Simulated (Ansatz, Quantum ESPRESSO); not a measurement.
# Predicting the next point of a tunnelling series: a Si chain with one bond drawn out

Method. Quantum ESPRESSO 7.5 (pw.x, pwcond.x), PBE, GBRV ultrasoft; geometry as built. T is the transmission per spin at the Fermi level. The series steps the stretch of one bond.

```tsv
added stretch (Å)	T
0.3	2.71
0.8	1.56
1.4	0.474
```

To predict: What is T at 2.2 Å?

By hand: These rows are near contact, where ln T need not fall linearly; take a line all the same. The last two rows give a slope of ln(1.56/0.474)/(1.4 − 0.8) = 1.985 per Å, so T(2.2) ≈ 0.474 × exp(−1.985 × 0.8) = 0.0968.

**Check.** T = 0.0689; the estimate is 1.41 times that. The slope over the last interval is 2.410: steeper than before. A second code, Ansatz 0.2.0, gives 0.0569.

Caveats: Short leads, unrelaxed atoms, a barrier without the image potential.

[Logs are printed without paths, hosts, clocks, repeated set-up lines and the standing remarks that a program may print on its own settings, such as how far it seeks lower states.]
